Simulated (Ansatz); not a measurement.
# Zr (P6_3/mmc, 2 atoms in the cell) under biaxial strain in the (0001) plane, that of a and b

Aim: how do the optical modes of Zr (P6_3/mmc, 2 atoms in the cell) shift and split under this strain?

Program: Ansatz 0.2.0. Level of theory: DFT PBEsol, scalar-relativistic, plane waves, PAW; PAW set soft_1. Results are calculated unless marked as measured.

## 1. The starting structure

It takes space group P6_3/mmc (No. 194, hexagonal). Conventional cell: a = 3.232 Å, b = 3.232 Å, c = 5.147 Å, α = 90.00°, β = 90.00°, γ = 120.00°. Zr has 12 Zr at 3.18 to 3.23 Å nearest.

## 2. Relaxation

Harmonic phonons are second derivatives at a point where the forces vanish, and they are wanted at zero stress, so atoms and cell are relaxed first.

The input, input.yaml:

```yaml
crystal:
  lattice:
    - [3.232, 0.0, 0.0]
    - [-1.616, 2.798994105, 0.0]
    - [0.0, 0.0, 5.147]
  atoms:
    - { symbol: Zr, position: [0.33333333, 0.66666667, 0.25] }
    - { symbol: Zr, position: [0.66666667, 0.33333333, 0.75] }
kpoints:
  mp_grid: { grid: [15, 15, 8] }
hamiltonian:
  xc: pbesol
  pseudopotentials: { kind: paw, azcp: { folder: soft_1 }, xc_functional: pbe }
scf:
  occupations: { method: gaussian, width: 0.1 }
output:
  forces: true
  stress: true
  eigenvalues: true
relax:
  adjacent_minimum: "off"
  f_tol: 0.005
  max_steps: 80
  cell: { stress_tol: 0.05 }
```

The run is started by

```
$ ansatz run input.yaml --threads 4 --pin off --max-ram 10240MiB --backend cpu --events-out ev --progress --plain --runs-dir out
```

Numbers of over 12 decimals in the logs are rounded to 6 here.

Output:

```text
Engine: ansatz 0.2.0, aarch64-unknown-linux-gnu
Pseudopotentials: kind: paw
Pseudopotential: Zr, paw, valence charge 12, recommended cutoff 420 eV (normal), soft_1/Zr.paw.azcp
Functional definition: PBEsol
  exchange = pbesol_x
  correlation = pbesol_c
Crystal: 2 atoms, lattice volume = 46.562 Å³
Basis set: ecut = 420 eV, 929 PW (Γ), exchange–correlation on 48×48×72 points (8 copies of the dense FFT grid, shifted against one another)
Bands: 16, of which v1, the nominal top of the filled ones, is band 12 counted from 1 (11 counted from 0)
Symmetry: 24 space group operations
Space group: P63/mmc (ITA 194), of the structure as read, at distance tolerance 3.6e-5 Å
k-points: 135 of 1800
Non-local potential: Zr, projectors of the file, l = 0: 3, l = 1: 2, l = 2: 2, l = 3: 1
PAW form: soft (Blöchl's): semilocal exchange-correlation on the pseudo side does not see the compensation charge
PAW frozen core: Zr, regenerated for the run's functional, and the local potential with it (the file was generated under x = pbe(κ = 0.804, μ = 0.219515), c = pbe(β = 0.066725))
PAW one-centre angular grid: Zr, 590 points (default); XC on 64 Gauss nodes
Initial density: superposition of atomic densities (chi_scale 0.1, normalization cell)
Initial wavefunctions: pseudopotential atomic-orbital guess
Functional: x = pbesol(κ = 0.804, μ = 0.123457), c = pbesol(β = 0.046)
SCF iter   1: F=—  HF=-8257.513492 eV  |F-HF|=—  |Δ(HF+E_count)|=         —  Δρ=3.01e-2  dr2=5.51e-1  ethr=3.10e-3  ⟨swp⟩=4.9  Hψ=9214  notcnv=0
preconditioner: auto → Kerker (q_TF=auto, 2.443 Å⁻¹)  [metal: Δε(μ)=0.014 eV  Ē_g=3.290 eV  σ=0.100 eV  W_gap=0.08  n_scr=10 (ndim 8)  ℏωp=15.4 eV  f_vac=0.000  D(μ)=1.73/eV (n_scr^D=22)]
SCF iter   2: F=—  HF=-8257.368287 eV  |F-HF|=—  |Δ(HF+E_count)|=   1.45e-1  Δρ=1.80e-2  dr2=1.89e-1  ethr=2.30e-3  ⟨swp⟩=2.0  Hψ=3715  notcnv=0  defer=9
SCF iter   3: F=—  HF=-8257.304742 eV  |F-HF|=—  |Δ(HF+E_count)|=   6.35e-2  Δρ=2.20e-3  dr2=1.57e-3  ethr=7.88e-4  ⟨swp⟩=3.0  Hψ=4251  notcnv=0  defer=9
SCF iter   4: F=—  HF=-8257.304701 eV  |F-HF|=—  |Δ(HF+E_count)|=   4.15e-5  Δρ=3.45e-4  dr2=4.55e-5  ethr=6.53e-6  ⟨swp⟩=2.0  Hψ=3751  notcnv=0  defer=9
SCF iter   5: F=—  HF=-8257.304695 eV  |F-HF|=—  |Δ(HF+E_count)|=   5.68e-6  Δρ=4.43e-5  dr2=5.78e-7  ethr=1.90e-7  ⟨swp⟩=1.4  Hψ=2352  notcnv=0  defer=9
SCF iter   6: F=-8257.304695 eV  HF=-8257.304695 eV  |F-HF|=2.30e-9  |Δ(HF+E_count)|=   4.29e-8  Δρ=8.86e-6  dr2=2.79e-8  ethr=4.17e-10  ⟨swp⟩=5.2  Hψ=9878  notcnv=0
SCF 1 converged in 6 iterations: F = -8257.304695 eV  dr2 = 2.79e-8
  greatest PAW one-centre occupation: 0.996 electrons in one spin orbital (limit 2), on the Zr atom at site 1 (counted from 0), in its partial waves of l = 0
relax step   1: F+E_penalty+E_count = -8257.30469526 eV  Δ(F+E_penalty+E_count) = +0.000e0 eV  max|allowed force component| = 1.850e-17 eV/Å  Δτ_max = 0.0000 Å  P = -3.276 GPa  Ω = 46.562 Å³  (6 SCF iters, dr2 threshold 1.00e-7 eV, accepted)
Crystal: 2 atoms, lattice volume = 43.180 Å³
Basis set: ecut = 420 eV, 845 PW (Γ), exchange–correlation on 48×48×72 points (8 copies of the dense FFT grid, shifted against one another)
Initial density: handed on by an earlier stage of this run
Initial wavefunctions: those handed on with the density
iter 1 solved again at ethr=1.97e-6 eV; its pass at ethr=3.10e-3 eV (dr2=4.72e-4 eV) is discarded
SCF iter   1: F=—  HF=-8257.299322 eV  |F-HF|=—  |Δ(HF+E_count)|=         —  Δρ=1.20e-3  dr2=2.88e-4  ethr=1.97e-6  ⟨swp⟩=2.0  Hψ=16111  notcnv=0
preconditioner: auto → none  [metal: Δε(μ)=0.009 eV  Ē_g=3.349 eV  σ=0.100 eV  W_gap=0.05  n_scr=8 (ndim 8)  ℏωp=16.0 eV  f_vac=0.000  D(μ)=2.05/eV (n_scr^D=22)]
SCF iter   2: F=—  HF=-8257.299409 eV  |F-HF|=—  |Δ(HF+E_count)|=   8.71e-5  Δρ=5.05e-4  dr2=3.95e-5  ethr=1.20e-6  ⟨swp⟩=3.0  Hψ=3794  notcnv=0
SCF iter   3: F=—  HF=-8257.299456 eV  |F-HF|=—  |Δ(HF+E_count)|=   4.71e-5  Δρ=8.40e-5  dr2=1.08e-6  ethr=1.64e-7  ⟨swp⟩=2.0  Hψ=2430  notcnv=0
iter 4 did not close the SCF: its close was put off for the readings that it lacked (scf_convergence_deferred on its scf_iter line)
SCF iter   4: F=-8257.299458 eV  HF=-8257.299458 eV  |F-HF|=1.90e-9  |Δ(HF+E_count)|=   1.77e-6  Δρ=5.35e-6  dr2=2.87e-9  ethr=4.49e-9  ⟨swp⟩=2.6  Hψ=3605  notcnv=0
iter 5 did not close the SCF: its close was put off for the readings that it lacked (scf_convergence_deferred on its scf_iter line)
SCF iter   5: F=-8257.299458 eV  HF=-8257.299458 eV  |F-HF|=2.18e-11  |Δ(HF+E_count)|=   1.88e-9  Δρ=7.50e-7  dr2=4.26e-11  ethr=1.19e-11  ⟨swp⟩=2.5  Hψ=3691  notcnv=0
SCF iter   6: F=-8257.299458 eV  HF=-8257.299458 eV  |F-HF|=5.46e-12  |Δ(HF+E_count)|=  2.18e-11  Δρ=6.49e-8  dr2=7.54e-13  ethr=1.00e-12  ⟨swp⟩=1.8  Hψ=5067  notcnv=0
SCF 2 converged in 6 iterations: F = -8257.299458 eV  dr2 = 7.54e-13
relax step   2: F+E_penalty+E_count = -8257.29945772 eV  Δ(F+E_penalty+E_count) = +5.238e-3 eV  max|allowed force component| = 1.850e-17 eV/Å  Δτ_max = 0.0000 Å  P = +4.243 GPa  Ω = 43.180 Å³  energy of the carried Pulay correction = +1.054e-4 eV  (6 SCF iters, dr2 threshold 2.00e-7 eV, rejected (line search))
Crystal: 2 atoms, lattice volume = 45.038 Å³
Basis set: ecut = 420 eV, 881 PW (Γ), exchange–correlation on 48×48×72 points (8 copies of the dense FFT grid, shifted against one another)
iter 1 solved again at ethr=4.10e-7 eV; its pass at ethr=3.10e-3 eV (dr2=9.84e-5 eV) is discarded
SCF iter   1: F=—  HF=-8257.322051 eV  |F-HF|=—  |Δ(HF+E_count)|=         —  Δρ=6.83e-4  dr2=1.11e-4  ethr=4.10e-7  ⟨swp⟩=2.8  Hψ=15764  notcnv=0
preconditioner: auto → none  [metal: Δε(μ)=0.012 eV  Ē_g=3.231 eV  σ=0.100 eV  W_gap=0.06  n_scr=8 (ndim 8)  ℏωp=15.6 eV  f_vac=0.000  D(μ)=2.04/eV (n_scr^D=22)]
SCF iter   2: F=—  HF=-8257.322074 eV  |F-HF|=—  |Δ(HF+E_count)|=   2.29e-5  Δρ=2.73e-4  dr2=1.25e-5  ethr=4.10e-7  ⟨swp⟩=2.4  Hψ=3726  notcnv=0
SCF iter   3: F=—  HF=-8257.322087 eV  |F-HF|=—  |Δ(HF+E_count)|=   1.28e-5  Δρ=5.50e-5  dr2=4.89e-7  ethr=5.21e-8  ⟨swp⟩=2.7  Hψ=3257  notcnv=0
SCF iter   4: F=—  HF=-8257.322087 eV  |F-HF|=—  |Δ(HF+E_count)|=   4.37e-7  Δρ=2.78e-6  dr2=1.12e-9  ethr=2.04e-9  ⟨swp⟩=2.5  Hψ=2762  notcnv=0
SCF iter   5: F=—  HF=-8257.322087 eV  |F-HF|=—  |Δ(HF+E_count)|=  5.60e-10  Δρ=7.10e-7  dr2=4.94e-11  ethr=4.66e-12  ⟨swp⟩=2.2  Hψ=3806  notcnv=0
SCF iter   6: F=-8257.322087 eV  HF=-8257.322087 eV  |F-HF|=1.82e-12  |Δ(HF+E_count)|=  1.46e-11  Δρ=8.37e-8  dr2=1.34e-12  ethr=1.00e-12  ⟨swp⟩=5.0  Hψ=9261  notcnv=0
SCF 3 converged in 6 iterations: F = -8257.322087 eV  dr2 = 1.34e-12
relax step   3: F+E_penalty+E_count = -8257.32208748 eV  Δ(F+E_penalty+E_count) = -1.739e-2 eV  max|allowed force component| = 1.480e-16 eV/Å  Δτ_max = 0.0000 Å  P = -0.206 GPa  Ω = 45.038 Å³  energy of the carried Pulay correction = +4.638e-5 eV  (6 SCF iters, accepted)
[...]
relax step   4: F+E_penalty+E_count = -8257.32222921 eV  Δ(F+E_penalty+E_count) = -1.417e-4 eV  max|allowed force component| = 2.220e-16 eV/Å  Δτ_max = 0.0000 Å  P = +0.024 GPa  Ω = 44.927 Å³  energy of the carried Pulay correction = +4.979e-5 eV  (3 SCF iters, dr2 threshold 2.00e-7 eV, accepted)
[...]
relax step   5: F+E_penalty+E_count = -8257.32224190 eV  Δ(F+E_penalty+E_count) = -1.269e-5 eV  max|allowed force component| = 2.035e-16 eV/Å  Δτ_max = 0.0000 Å  P = +0.003 GPa  Ω = 44.932 Å³  energy of the carried Pulay correction = +4.958e-5 eV  (3 SCF iters, dr2 threshold 2.48e-8 eV, accepted)
Initial wavefunctions: pseudopotential atomic-orbital guess (no wavefunctions were taken with the density)
iter 1 solved again at ethr=1.01e-7 eV; its pass at ethr=3.10e-3 eV (dr2=2.42e-5 eV) is discarded
SCF iter   1: F=—  HF=-8257.322195 eV  |F-HF|=—  |Δ(HF+E_count)|=         —  Δρ=1.78e-5  dr2=1.38e-8  ethr=1.01e-7  ⟨swp⟩=3.2  Hψ=16340  notcnv=0
preconditioner: auto → Kerker (q_TF=auto, 2.458 Å⁻¹)  [metal: Δε(μ)=0.013 eV  Ē_g=3.239 eV  σ=0.100 eV  W_gap=0.07  n_scr=10 (ndim 8)  ℏωp=15.7 eV  f_vac=0.000  D(μ)=2.05/eV (n_scr^D=22)]
SCF iter   2: F=—  HF=-8257.322190 eV  |F-HF|=—  |Δ(HF+E_count)|=   5.08e-6  Δρ=9.46e-6  dr2=4.18e-9  ethr=5.77e-11  ⟨swp⟩=2.1  Hψ=3269  notcnv=0
SCF iter   3: F=—  HF=-8257.322190 eV  |F-HF|=—  |Δ(HF+E_count)|=   7.86e-9  Δρ=4.17e-7  dr2=7.92e-11  ethr=1.74e-11  ⟨swp⟩=3.0  Hψ=3784  notcnv=0
SCF iter   4: F=-8257.322190 eV  HF=-8257.322190 eV  |F-HF|=1.82e-12  |Δ(HF+E_count)|=  9.09e-12  Δρ=9.53e-8  dr2=3.48e-12  ethr=1.00e-12  ⟨swp⟩=5.3  Hψ=9604  notcnv=0
SCF 6 converged in 4 iterations: F = -8257.322190 eV  dr2 = 3.48e-12
relax step   6: F+E_penalty+E_count = -8257.32218965 eV  Δ(F+E_penalty+E_count) = +5.225e-5 eV  max|allowed force component| = 2.035e-16 eV/Å  Δτ_max = 0.0000 Å  P = +0.003 GPa  Ω = 44.932 Å³  stress off target by 8.42e-3 GPa  SCF on the basis re-selected at this cell (its energy is not comparable with the rows above)  (4 SCF iters)
basis re-selected at this cell: Δ(F+E_penalty+E_count) = +5.225e-5 eV, ΔP = +0.000 GPa vs the last step (what re-selecting the basis moved, of the pressure what is left beyond the Pulay correction that the steps carried, after the strain that the cell walked since its last selection, with what the two solves' SCF thresholds leave and, on support functions, any second-order correction that the steps lacked; it is no m [...]
SCF converged after 4 iterations
Free energy (F): -8257.322190 eV
Harris-Foulkes:  -8257.322190 eV  (|F-HF|=1.82e-12)
Internal energy: -8257.311964 eV  (E = F + TS)
E sigma→0 (E₀):  -8257.317077 eV
Entropy (-TS):   -0.010225 eV (-5.113 meV/atom)
Fermi energy:    14.447185 eV
--- Per-component energies (eV) ---
  E_band       = -181.320882
  E_kinetic    = 632.633361
  E_local      = -1177.228490  (includes V_loc(G=0)·N_el)
  E_nonlocal   = 153.871185
  E_hartree    = 382.426059
  E_xc         = -307.181070
  E_vxc        = -364.619876  (∫ρ·V_xc dr)
  E_paw        = -5819.847335  (= ΣΔE_a)
  E_vpaw       = -190.829117  (= ΣTr[D̂ρ^β])
  E_aug_tail   = -0.000050  (compensation charges beyond the density's cutoff)
  E_ewald      = -2122.317068
  E_core_change = 0.331442  (= ΣΔE_core)
  E_smearing   = -0.010225  (= −TS)
  E_closure    = 0.000000  (closes the sum)
  Σ components = -8257.322190   (vs F -8257.322190, Δ=0.00e0)
--- Forces (eV/Å), atoms counted from 1 ---
  atom   1  Zr     0.00000000    -0.00000000     0.00000000
  atom   2  Zr     0.00000000     0.00000000    -0.00000000
  max |Σ_I F_I| component: 3.70e-17 eV/Å
--- Stress (GPa, compression-positive) ---
        0.000993       0.000000      -0.000000
        0.000000       0.000993      -0.000000
       -0.000000      -0.000000       0.008420
  P = ⅓ Tr σ = 0.0035 GPa (0.035 kbar)
--- Band table (eV; the first three rows and the last of 135) ---
  k-point 0: bands = [... 8 lower, 8.7015, 11.2901, 15.3069, 15.3069, 15.3719, 15.6797, 16.0149, 16.0149]
  k-point 1: bands = [... 8 lower, 8.8365, 11.2857, 15.2407, 15.2407, 15.2691, 15.4275, 15.9161, 15.9161]
  k-point 2: bands = [... 8 lower, 9.2220, 11.2207, 14.8904, 14.9985, 15.1437, 15.1437, 15.6814, 15.6814]
  k-point 134: bands = [... 8 lower, 12.9137, 12.9137, 13.1174, 13.1174, 14.4475, 14.4475, 16.4970, 16.4970]
--- Relaxed structure (5 steps of the walk, 4 accepted, 1 SCFs on fresh bases) ---
  F+E_penalty+E_count = -8257.32218965 eV   max|allowed force component| = 2.035e-16 eV/Å   (the final SCF, on the basis selected at the relaxed cell)
  cell:  # Å, volume = 44.9320 Å³
    - [3.183866, 0, 0]
    - [-1.591933, 2.757308, 0]
    - [0, 0, 5.118181]
  atoms:
    - { symbol: Zr, position: [0.333333, 0.666667, 0.25] }
    - { symbol: Zr, position: [0.666667, 0.333333, 0.750000] }
```

The job ended after 8 s (4 threads of Arm Neoverse V1, shared host; peak memory 0.4 GiB; 30 s of CPU time).

The steps of the relaxation:

| step | energy less that of the first step (eV) | largest force component (eV/Å) | pressure (GPa) | volume (Å³) |
| --- | --- | --- | --- | --- |
| 1 | 0.0000 | 0.0000 | -3.28 | 46.56 |
| 2 | 0.0052 | 0.0000 | 4.24 | 43.18 |
| 3 | -0.0174 | 0.0000 | -0.21 | 45.04 |
| 4 | -0.0175 | 0.0000 | 0.02 | 44.93 |
| 5 | -0.0175 | 0.0000 | 0.00 | 44.93 |
| 6* | -0.0175 | 0.0000 | 0.00 | 44.93 |

Relaxation steps marked * repeat the geometry before them on a plane-wave basis chosen anew for their cell, so energy and pressure can jump there. Relaxation step 2 was tried and not accepted.

The run keeps the 24 symmetry operations that it works with, so distortions that break them were not tested.

| conventional cell, symmetrised | before | after | change |
| --- | --- | --- | --- |
| a (Å) | 3.232 | 3.184 | -1.5 % |
| b (Å) | 3.232 | 3.184 | -1.5 % |
| c (Å) | 5.147 | 5.118 | -0.6 % |
| volume (Å³/atom) | 23.28 | 22.47 | -3.5 % |

Final coordinates:

```xyz
2
Lattice="3.1839 0.0000 0.0000 -1.5919 2.7573 0.0000 0.0000 0.0000 5.1182" Properties=species:S:1:pos:R:3 pbc="T T T"
Zr    0.0000    1.8382    1.2795
Zr    1.5919    0.9191    3.8386
```

Numbers from this step:

* pressure: 0.003468 GPa
* volume per atom: 22.47 Å³
* gap on the k-mesh: 0 eV

In this step the volume went from 23.28 to 22.47 Å³/atom.

## 3. Tight relaxation

Phonons need small forces and stress, so the relaxation is finished with tight tolerances on 15×15×8 k points.

input.yaml, the sections that differ from step 2:

```yaml
crystal:
  lattice:
    - [3.1838655391, 0.0, 0.0]
    - [-1.5919327696, 2.7573084391, 0.0]
    - [0.0, 0.0, 5.1181806806]
  atoms:
    - { symbol: Zr, position: [0.3333333333, 0.6666666667, 0.25] }
    - { symbol: Zr, position: [0.6666666667, 0.3333333333, 0.75] }
scf:
  occupations: { method: methfessel_paxton, width: 0.2 }
relax:
  adjacent_minimum: "off"
  f_tol: 0.001
  max_steps: 60
  cell: { stress_tol: 0.01 }
# kpoints, hamiltonian, output: as in step 2
```

Output:

```text
[...]
Crystal: 2 atoms, lattice volume = 44.932 Å³
Basis set: ecut = 420 eV, 881 PW (Γ), exchange–correlation on 48×48×72 points (8 copies of the dense FFT grid, shifted against one another)
Bands: 16, of which v1, the nominal top of the filled ones, is band 12 counted from 1 (11 counted from 0)
Symmetry: 24 space group operations
[...]
k-points: 135 of 1800
[...]
k-point 134: bands = [... 8 lower, 12.9157, 12.9157, 13.1198, 13.1198, 14.4504, 14.4504, 16.4998, 16.4998]
--- Relaxed structure (3 steps of the walk, 2 accepted, 1 SCFs on fresh bases) ---
[...]
cell:  # Å, volume = 44.9246 Å³
    - [3.183693, 2.8866000593851526e-11, 0.0]
    - [-1.591847, 2.757159, 0.0]
    - [0.0, 0.0, 5.117891]
  atoms:
    - { symbol: Zr, position: [0.333333, 0.666667, 0.25] }
    - { symbol: Zr, position: [0.666667, 0.333333, 0.750000] }
[key lines of the parts left out:]
SCF converged after 4 iterations
Free energy (F): -8257.315876 eV
Fermi energy:    14.451849 eV
P = ⅓ Tr σ = 0.0000 GPa (0.000 kbar)
```

Wall time 5.3 s (4 threads); peak memory 0.4 GiB; 20 s of CPU time.

Little changed from the start: no atom moved by 0.005 Å and no cell edge by 0.1 %.

Numbers from this step:

```yaml
pressure: 8.68e-6 GPa
volume_per_atom: 22.46 Å³
```

The forces vanish by symmetry and the pressure is 0.000 GPa, within the tolerances set. The cell now holds 22.46 Å³/atom.

## 4. Modes at rest

Phonons follow from the second derivative of the energy, found here by linear response.

The modes at rest are the reference of the series.

input.yaml, the sections that differ from step 3:

```yaml
crystal:
  lattice:
    - [3.1836932772, 0.0, 0.0]
    - [-1.5918466386, 2.7571592559, 0.0]
    - [0.0, 0.0, 5.1178911404]
  atoms:
    - { symbol: Zr, position: [0.3333333333, 0.6666666667, 0.25] }
    - { symbol: Zr, position: [0.6666666667, 0.3333333333, 0.75] }
output:
  eigenvalues: true
phonons:
  method: dfpt
# kpoints, hamiltonian, scf: as in step 3
# relax: removed
```

Output:

```text
zone centre: on kpoints.mp_grid the ground state, and the responses unless they are solved on pairs of k-points, stand on 320 of the mesh's 1800 k-points, reduced under 4 symmetry operations, with k and −k counted as one. Each operation leaves every solved displacement unchanged or reverses it
[...]
Crystal: 2 atoms, lattice volume = 44.925 Å³
Basis set: ecut = 420 eV, 881 PW (Γ), exchange–correlation on 48×48×72 points (8 copies of the dense FFT grid, shifted against one another)
Bands: 16, of which v1, the nominal top of the filled ones, is band 12 counted from 1 (11 counted from 0)
Symmetry: 24 space group operations
k-points: 320 of 1800 (irreducible under 4 space group operations, time reversal used)
[...]
SCF iter   1: F=—  HF=-8257.514164 eV  |F-HF|=—  |Δ(HF+E_count)|=         —  Δρ=3.02e-2  dr2=5.20e-1  ethr=3.10e-3  ⟨swp⟩=5.1  Hψ=47083  notcnv=0
automatic band count: the SCF goes on with 20 bands, as 16 were too few: they end inside the smearing window of the response
[...]
SCF iter   2: F=—  HF=-8257.383669 eV  |F-HF|=—  |Δ(HF+E_count)|=   1.30e-1  S|Δr|=    0.00e0  Δρ=1.86e-2  dr2=1.93e-1  ethr=2.17e-3  ⟨swp⟩=1.8  Hψ=9831  notcnv=0  defer=110
[...]
SCF iter   9: F=-8257.315876 eV  HF=-8257.315876 eV  |F-HF|=0.00e0  |Δ(HF+E_count)|=  1.82e-12  S|Δr|=    0.00e0  Δρ=2.58e-8  dr2=2.13e-13  ethr=1.00e-12  ⟨swp⟩=9.4  Hψ=25941  notcnv=0
SCF 1 converged in 9 iterations: F = -8257.315876 eV  dr2 = 2.13e-13
[...]
DFPT response loops at Γ: preconditioner auto → Kerker (q_TF=auto, 2.458 Å⁻¹) (partly filled bands, converged f_vac=0.000); β = 1.00, the filter's whole step (`scf.mixing.beta` (0.50) is not read by the response loops under this deck's `scf.mixing.preconditioner`; to damp them name `kerker` or `kerker_dos`, under which they read `scf.mixing.beta`, and type it under 1.00, their step now; both keys bind the ground state too); Broyden in place of MSR1
SCF converged after 9 iterations
[...]
Free energy (F): -8257.315876 eV
[...]
Internal energy: -8257.317930 eV  (E = F + TS)
E sigma→0 (E₀):  -8257.316389 eV
Entropy (-TS):   0.002055 eV (1.027 meV/atom)
Fermi energy:    14.451850 eV
[...]
--- Band table (eV; the first three rows and the last of 320) ---
  k-point 0: bands = [... 8 lower, 8.7040, 11.2923, 15.3096, 15.3096, 15.3742, 15.6829, 16.0178, 16.0178, ... 4 higher]
  k-point 1: bands = [... 8 lower, 8.8390, 11.2880, 15.2433, 15.2433, 15.2714, 15.4306, 15.9189, 15.9189, ... 4 higher]
  k-point 2: bands = [... 8 lower, 9.2246, 11.2232, 14.8932, 15.0008, 15.1464, 15.1464, 15.6841, 15.6841, ... 4 higher]
  k-point 319: bands = [... 8 lower, 12.0880, 12.0880, 13.7622, 13.7622, 14.4750, 14.4750, 16.3131, 16.3131, ... 4 higher]
--- Phonons (Γ-DFPT): 2 representative perturbations + reference, on 320 of 1800 k-points (Σ response iterations 6) ---
  k mesh reduced under 4 symmetry operations, with k and −k counted as one. Each operation leaves every solved displacement unchanged or reverses it
  ASR residual: 9.122e-6 → 0.000e0 eV/Å²; symmetrization residual: 1.137e-13 eV/Å²
  ASR residual per site (eV/Å²): 9.12e-6 9.12e-6
  Γ frequencies (cm⁻¹): 0.00 0.00 0.00 63.26 63.26 163.22
  non-analytic LO–TO correction: not included (Born effective charges unavailable; polar crystals: no LO–TO splitting at Γ)
```

Run time: 18 s. Hardware: 4 threads; peak memory 0.95 GiB; 68 s of CPU time.

This step gave:

```
sum-rule residual before enforcement                    : 9.12e-6 eV/Å²
point group                                             : 6/mmm
highest optical mode at the zone centre (no LO-TO term) : 163.2 cm⁻¹
lowest optical zone-centre mode                         : 63.26 cm⁻¹
```

Patterns of degenerate modes are one choice out of their space. Modes at Γ:

```csv
mode,frequency (cm⁻¹),symmetry
1,0.0,acoustic
2,0.0,acoustic
3,0.0,acoustic
4,63.3,E2g
5,63.3,E2g
6,163.2,B1g
```

Displacements in mode 4 (63.3 cm⁻¹), the largest set to 1:
```
Zr1  1.00  0.00  0.00
Zr2 -1.00  0.00  0.00
```

Displacements in mode 6 (163.2 cm⁻¹), the largest set to 1:
```
Zr1  0.00  0.00  1.00
Zr2  0.00  0.00 -1.00
```

Before it was imposed, the acoustic sum rule was missed by 9.1e-6 eV/Å². Small misses are needed for a sound result but don't prove that mesh and cutoff are converged. The lowest optical mode is real, 63.3 cm⁻¹.

[end of part 1 of 2]

[Logs are printed without paths, hosts, clocks, repeated set-up lines and the standing remarks that a program may print on its own settings, such as how far it seeks lower states.]

[Hosts, paths, dates, database ids (printed as entryN), source tags and the programs' standing remarks are cut or masked in the printed files.]
